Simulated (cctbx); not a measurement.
# A crystallographic session in cctbx: Al3GeOs

Library: cctbx 2025.11. The data are simulated by the first script.

## 1. Simulate the data

run.py:

```python
from cctbx import adptbx, crystal, miller, sgtbx, xray
from cctbx.array_family import flex
from iotbx.shelx import hklf
from scitbx import matrix
import scitbx.random

cs = crystal.symmetry(unit_cell=(7.021, 7.021, 7.021, 90, 90, 90), space_group_symbol='Hall: P 2ac 2ab 3')  # P2_13
atoms = [  # label, site, U (iso, or U11 U22 U33 U12 U13 U23 in A^2), occupancy
    ("Os1", (0.6918, 0.6918, 0.6918), 0.0052, 1),
    ("Ge1", (0.0616, 0.0616, 0.0616), 0.0072, 1),
    ("Al1", (0.378, 0.7929, 0.9516), 0.0082, 1),
]
xs = xray.structure(crystal_symmetry=cs)
for label, site, u, occ in atoms:
    u = adptbx.u_cif_as_u_star(cs.unit_cell(), u) if isinstance(u, tuple) else u
    xs.add_scatterer(xray.scatterer(label, site=site, u=u, occupancy=occ))
xs.set_inelastic_form_factors(0.71073, "sasaki")
xs.show_summary()
p1 = xs.expand_to_p1()
ms = miller.build_set(p1, anomalous_flag=True, d_min=0.77)
flex.set_random_seed(243686)
scitbx.random.set_random_seed(243686)
ms = ms.select(flex.random_double(ms.size()) < 0.9)
i = ms.structure_factors_from_scatterers(p1, algorithm="direct").f_calc().as_intensity_array().data()
i = i * 40000 / flex.max(i)
sig = flex.sqrt(i + flex.pow2(0.03 * i) + 8 ** 2)
noise = scitbx.random.variate(scitbx.random.normal_distribution())(i.size())
data = ms.array(data=i + sig * noise, sigmas=sig).set_observation_type_xray_intensity()
with open("data.hkl", "w") as f:
    data.export_as_shelx_hklf(f)
print("reflections written:", data.size(), " <I/sigma> = %.1f" % flex.mean(data.data() / data.sigmas()))
for h, a, b in list(data.sort("data"))[:12]:
    print("%4d%4d%4d %9.1f %7.1f" % (h + (a, b)))
```

```console
$ python run.py
```

```text
Number of scatterers: 3
At special positions: 2
Unit cell: (7.021, 7.021, 7.021, 90, 90, 90)
Space group: P 21 3 (No. 198)
reflections written: 2847  <I/sigma> = 27.0
  -3   0  -1   42020.5  1216.6
   3   0  -1   41062.8  1216.6
   1   3   0   40961.4  1216.6
   0  -1   3   40370.2  1216.6
   0  -1  -3   40266.4  1216.6
  -1  -3   0   40039.2  1216.6
   0   1   3   39677.5  1216.6
   3   0   1   39155.0  1216.6
   1  -3   0   38832.9  1216.6
   0   1  -3   37966.4  1216.6
  -3   0   1   37527.0  1216.6
  -2  -1  -2   37450.3  1086.7
```

It took 0.35 s on 1 thread of Arm Neoverse N1, with other jobs on the host, peak memory 0.07 GiB.

## 2. Refinement (refined in the given hand)

run.py:

```python
import math
from cctbx import adptbx, crystal, maptbx, sgtbx, xray
from cctbx.array_family import flex
from cctbx.xray import observations
from iotbx.shelx import hklf
from scitbx.lstbx import normal_eqns_solving
from smtbx import absolute_structure, utils
from smtbx.refinement import constraints, least_squares

cs = crystal.symmetry(unit_cell=(7.021, 7.021, 7.021, 90, 90, 90), space_group_symbol='Hall: P 2ac 2ab 3')  # P2_13
atoms = [  # label, site, U (iso, or U11 U22 U33 U12 U13 U23 in A^2), occupancy
    ("Os1", (0.6922, 0.6922, 0.6922), 0.0200, 1),
    ("Ge1", (0.0605, 0.0605, 0.0605), 0.0200, 1),
    ("Al1", (0.3748, 0.7872, 0.9505), 0.0200, 1),
]
xs = xray.structure(crystal_symmetry=cs)
for label, site, u, occ in atoms:
    u = adptbx.u_cif_as_u_star(cs.unit_cell(), u) if isinstance(u, tuple) else u
    xs.add_scatterer(xray.scatterer(label, site=site, u=u, occupancy=occ))
xs.set_inelastic_form_factors(0.71073, "sasaki")
xs.convert_to_anisotropic()
raw = hklf.reader(file_name="data.hkl").as_miller_arrays(crystal_symmetry=cs, anomalous=True)[0]
merged = raw.eliminate_sys_absent().merge_equivalents()
fo2 = merged.array().set_observation_type_xray_intensity()
print("Rint %.3f, %d unique reflections to %.2f A" % (merged.r_int(), fo2.size(), fo2.d_min()))
for sc in xs.scatterers():
    sc.flags.set_grad_site(True)
    sc.flags.set_grad_u_aniso(sc.flags.use_u_aniso())
    sc.flags.set_grad_u_iso(sc.flags.use_u_iso())
obs = fo2.as_xray_observations()
extra = {}
rep = constraints.reparametrisation(xs, [], utils.connectivity_table(xs), **extra)
ls = least_squares.crystallographic_ls(obs, rep, weighting_scheme=least_squares.mainstream_shelx_weighting(a=0, b=0))
print("cycle     R1     wR2    GooF  max shift (A)")
for cycle in range(8):
    ls.build_up()
    r1, wr2, goof = ls.r1_factor(cutoff_factor=2)[0], ls.wR2(), ls.goof()
    old = xs.sites_cart()
    normal_eqns_solving.levenberg_marquardt_iterations(ls, n_max_iterations=3, tau=1e-06, step_threshold=1e-7)
    big = flex.max((xs.sites_cart() - old).norms())
    print("%4d %7.4f %7.4f %7.3f %9.5f" % (cycle + 1, r1, wr2, goof, big))
    ls.build_up(objective_only=True)
    if abs(ls.wR2() - wr2) < 5e-5 and big < 5e-4:
        break
ls.build_up()
print("final R1 %.4f wR2 %.4f GooF %.3f  parameters %d  data/parameter %.1f" % (ls.r1_factor(cutoff_factor=2)[0], ls.wR2(), ls.goof(), ls.n_parameters, fo2.size() / ls.n_parameters))
cov = ls.covariance_matrix_and_annotations()
su = dict(zip(cov.annotations, (math.sqrt(max(v, 0)) for v in cov.matrix.matrix_packed_u_diagonal())))
a2 = cs.unit_cell().reciprocal_parameters()[0] ** -2
print("atom        x        y        z      Ueq    occ   su(xyz)  su(Uiso or U11)")
for sc in xs.scatterers():
    s = max(su.get(sc.label + k, 0) for k in (".x", ".y", ".z"))
    npd = "" if sc.is_positive_definite_u(cs.unit_cell()) else "  NPD"
    print("%-5s %8.5f %8.5f %8.5f %8.4f %6.3f %8.5f %7.4f%s" % ((sc.label,) + sc.site + (sc.u_iso_or_equiv(cs.unit_cell()), sc.occupancy, s, su.get(sc.label + ".uiso", su.get(sc.label + ".u11", 0) * a2), npd)))
fc = fo2.structure_factors_from_scatterers(xs, algorithm="direct").f_calc()
absolute_structure.flack_analysis(xs, fo2.as_xray_observations()).show()
h = absolute_structure.hooft_analysis(fo2, fc, scale_factor=ls.scale_factor())
print("Hooft y: %.3f(%.0f)  Bijvoet pairs: %d" % (h.hooft_y, 1000 * h.sigma_y, h.n_bijvoet_pairs))
fo = fo2.f_sq_as_f()
fc = fo.structure_factors_from_scatterers(xs, algorithm="direct").f_calc()
diff = fo.f_obs_minus_f_calc(1 / math.sqrt(ls.scale_factor()), fc).average_bijvoet_mates()
m = diff.fft_map(symmetry_flags=maptbx.use_space_group_symmetry, resolution_factor=0.25).apply_volume_scaling()
print("difference map: max %.2f min %.2f rms %.2f" % (m.statistics().max(), m.statistics().min(), m.statistics().sigma()))
peaks = m.peak_search(parameters=maptbx.peak_search_parameters(min_distance_sym_equiv=0.6, max_clusters=6)).all()
near = xs.closest_distances(peaks.sites(), distance_cutoff=4)
sps = cs.special_position_settings(min_distance_sym_equiv=0.5)
for k, (x, h) in enumerate(zip(peaks.sites(), peaks.heights())):
    ss = sps.site_symmetry(x)
    print("Q%-3d %7.4f %7.4f %7.4f %4d %7.2f  %.2f A from %s" % ((k + 1,) + tuple(t % 1 for t in ss.exact_site()) + (ss.multiplicity(), h, near.smallest_distances[k], xs.scatterers()[near.i_seqs[k]].label)))
```

```console
$ python run.py
```

```text
Rint 0.025, 272 unique reflections to 0.77 A
cycle     R1     wR2    GooF  max shift (A)
   1  0.1201  0.2705  23.418   0.04614
   2  0.0043  0.0107   0.925   0.00000
final R1 0.0043 wR2 0.0107 GooF 0.925  parameters 15  data/parameter 18.1
atom        x        y        z      Ueq    occ   su(xyz)  su(Uiso or U11)
Os1    0.69181  0.69181  0.69181   0.0052  1.000  0.00001  0.0000
Ge1    0.06157  0.06157  0.06157   0.0071  1.000  0.00002  0.0001
Al1    0.37807  0.79279  0.95163   0.0082  1.000  0.00007  0.0002
Flack x: 0.013(9)
Hooft y: 0.014(6)  Bijvoet pairs: 106
difference map: max 0.19 min -0.23 rms 0.06
Q1    0.0430  0.5771  0.3711   12    0.19  0.88 A from Ge1
Q2    0.0640  0.6065  0.7934   12    0.18  1.79 A from Al1
Q3    0.0682  0.7397  0.7953   12    0.18  1.16 A from Al1
Q4    0.0075  0.0075  0.0075    4    0.17  0.66 A from Ge1
Q5    0.0814  0.3535  0.7994   12    0.16  0.93 A from Al1
Q6    0.0267  0.0585  0.3748   12    0.16  1.35 A from Al1
```

Time: 0.52 s.

## 3. Refinement

run.py, as its changes from the last script of this kind:

```diff
@@ -12,3 +12,3 @@
-    ("Os1", (0.6922, 0.6922, 0.6922), 0.0200, 1),
-    ("Ge1", (0.0605, 0.0605, 0.0605), 0.0200, 1),
-    ("Al1", (0.3748, 0.7872, 0.9505), 0.0200, 1),
+    ("Os1", (0.30819, 0.30819, 0.30819), 0.0052, 1),
+    ("Ge1", (0.93843, 0.93843, 0.93843), 0.0071, 1),
+    ("Al1", (0.62193, 0.20721, 0.04837), 0.0082, 1),
```

```console
$ python run.py
```

```text
Rint 0.025, 272 unique reflections to 0.77 A
cycle     R1     wR2    GooF  max shift (A)
   1  0.0346  0.1203  10.410   0.00975
   2  0.0351  0.1181  10.223   0.00000
final R1 0.0351 wR2 0.1181 GooF 10.223  parameters 15  data/parameter 18.1
atom        x        y        z      Ueq    occ   su(xyz)  su(Uiso or U11)
Os1    0.30822  0.30822  0.30822   0.0054  1.000  0.00008  0.0004
Ge1    0.93832  0.93832  0.93832   0.0073  1.000  0.00026  0.0007
Al1    0.62208  0.20586  0.04808   0.0094  1.000  0.00080  0.0023
Flack x: 0.976(19)
Hooft y: 1.008(7)  Bijvoet pairs: 106
difference map: max 3.52 min -0.67 rms 0.20
Q1    0.1940  0.6940  0.8060    4    3.62  0.03 A from Os1
Q2    0.0540  0.6315  0.2613   12    0.80  0.40 A from Al1
Q3    0.0216  0.4784  0.5216    4    0.57  0.49 A from Ge1
Q4    0.0643  0.8984  0.7566   12    0.57  1.58 A from Ge1
Q5    0.0515  0.6243  0.3992   12    0.56  1.36 A from Al1
Q6    0.1084  0.2655  0.6742   12    0.54  1.48 A from Ge1
```

Time: 0.52 s.

This run holds a fault made on purpose: the structure inverted.

## 4. Simulate the data

run.py, as its changes from the last script of this kind:

```diff
@@ -17 +17 @@
-xs.set_inelastic_form_factors(0.71073, "sasaki")
+xs.set_inelastic_form_factors(1.54184, "sasaki")
@@ -20,3 +20,3 @@
-ms = miller.build_set(p1, anomalous_flag=True, d_min=0.77)
-flex.set_random_seed(243686)
-scitbx.random.set_random_seed(243686)
+ms = miller.build_set(p1, anomalous_flag=True, d_min=0.83)
+flex.set_random_seed(327469)
+scitbx.random.set_random_seed(327469)
@@ -25,2 +25,2 @@
-i = i * 40000 / flex.max(i)
-sig = flex.sqrt(i + flex.pow2(0.03 * i) + 8 ** 2)
+i = i * 70000 / flex.max(i)
+sig = flex.sqrt(i + flex.pow2(0.04 * i) + 8 ** 2)
```

```console
$ python run.py
```

```text
Number of scatterers: 3
At special positions: 2
Unit cell: (7.021, 7.021, 7.021, 90, 90, 90)
Space group: P 21 3 (No. 198)
reflections written: 2254  <I/sigma> = 22.5
   0  -1   3   72857.9  2812.5
   3   0  -1   71619.0  2812.5
  -1   3   0   71013.1  2812.5
  -3   0   1   70610.3  2812.5
   0  -1  -3   69689.0  2812.5
   1   3   0   69594.5  2812.5
  -1  -3   0   69191.8  2812.5
  -3   0  -1   69140.1  2812.5
   0   1  -3   68804.9  2812.5
   3   0   1   68794.4  2812.5
   1  -3   0   68440.2  2812.5
   0   1   3   67476.1  2812.5
```

Time: 0.35 s.

## 5. Refinement (refined in the given hand)

run.py, as its changes from the last script of this kind:

```diff
@@ -12,3 +12,3 @@
-    ("Os1", (0.30819, 0.30819, 0.30819), 0.0052, 1),
-    ("Ge1", (0.93843, 0.93843, 0.93843), 0.0071, 1),
-    ("Al1", (0.62193, 0.20721, 0.04837), 0.0082, 1),
+    ("Os1", (0.6933, 0.6933, 0.6933), 0.0200, 1),
+    ("Ge1", (0.06, 0.06, 0.06), 0.0200, 1),
+    ("Al1", (0.3789, 0.7903, 0.9499), 0.0200, 1),
@@ -20 +20 @@
-xs.set_inelastic_form_factors(0.71073, "sasaki")
+xs.set_inelastic_form_factors(1.54184, "sasaki")
```

```console
$ python run.py
```

```text
Rint 0.030, 215 unique reflections to 0.84 A
cycle     R1     wR2    GooF  max shift (A)
   1  0.1088  0.2777  20.108   0.02309
   2  0.0058  0.0135   0.981   0.00000
final R1 0.0058 wR2 0.0135 GooF 0.981  parameters 15  data/parameter 14.3
atom        x        y        z      Ueq    occ   su(xyz)  su(Uiso or U11)
Os1    0.69180  0.69180  0.69180   0.0052  1.000  0.00001  0.0001
Ge1    0.06160  0.06160  0.06160   0.0071  1.000  0.00003  0.0001
Al1    0.37801  0.79288  0.95174   0.0082  1.000  0.00009  0.0003
Flack x: 0.001(6)
Hooft y: 0.001(7)  Bijvoet pairs: 82
difference map: max 0.20 min -0.22 rms 0.06
Q1    0.9891  0.3810  0.8849   12    0.21  0.70 A from Al1
Q2    0.0163  0.7011  0.2441   12    0.21  1.51 A from Os1
Q3    0.1170  0.1170  0.1170    4    0.21  0.67 A from Ge1
Q4    0.0052  0.0621  0.7536   12    0.20  1.37 A from Al1
Q5    0.1629  0.3371  0.6629    4    0.20  1.76 A from Al1
Q6    0.1196  0.1208  0.2826   12    0.20  1.33 A from Al1
```

Time: 0.52 s.

## 6. Simulate the data

run.py, as its changes from the last script of this kind:

```diff
@@ -17 +17 @@
-xs.set_inelastic_form_factors(1.54184, "sasaki")
+xs.set_inelastic_form_factors(0.71073, "sasaki")
@@ -20,3 +20,3 @@
-ms = miller.build_set(p1, anomalous_flag=True, d_min=0.83)
-flex.set_random_seed(327469)
-scitbx.random.set_random_seed(327469)
+ms = miller.build_set(p1, anomalous_flag=True, d_min=0.65)
+flex.set_random_seed(66539)
+scitbx.random.set_random_seed(66539)
@@ -25,2 +25,6 @@
-i = i * 70000 / flex.max(i)
-sig = flex.sqrt(i + flex.pow2(0.04 * i) + 8 ** 2)
+law = matrix.sqr((-1, 0, 0, 0, -1, 0, 0, 0, -1))
+mate = flex.miller_index([tuple(matrix.row(h) * law) for h in ms.indices()])
+i2 = ms.customized_copy(indices=mate).structure_factors_from_scatterers(p1, algorithm="direct").f_calc().as_intensity_array().data()
+i = (1 - 0.5) * i + 0.5 * i2
+i = i * 5000 / flex.max(i)
+sig = flex.sqrt(i + flex.pow2(0.02 * i) + 15 ** 2)
```

```console
$ python run.py
```

```text
Number of scatterers: 3
At special positions: 2
Unit cell: (7.021, 7.021, 7.021, 90, 90, 90)
Space group: P 21 3 (No. 198)
reflections written: 4759  <I/sigma> = 15.5
   1   3   0    5141.6   123.4
  -1  -3   0    5084.3   123.4
   3   0  -1    5014.3   123.4
  -3   0   1    4977.0   123.4
   3   0   1    4964.9   123.4
  -3   0  -1    4957.5   123.4
   0  -1   3    4953.4   123.4
   0  -1  -3    4931.4   123.4
   1  -3   0    4896.4   123.4
   0   1  -3    4851.4   123.4
  -1   3   0    4841.9   123.4
   0   1   3    4564.2   123.4
```

Run time: 0.43 s on 1 thread of Arm Neoverse N1 (shared host), peak memory 0.07 GiB.

[Logs are printed without paths, hosts, clocks, repeated set-up lines and the standing remarks that a program may print on its own settings, such as how far it seeks lower states.]
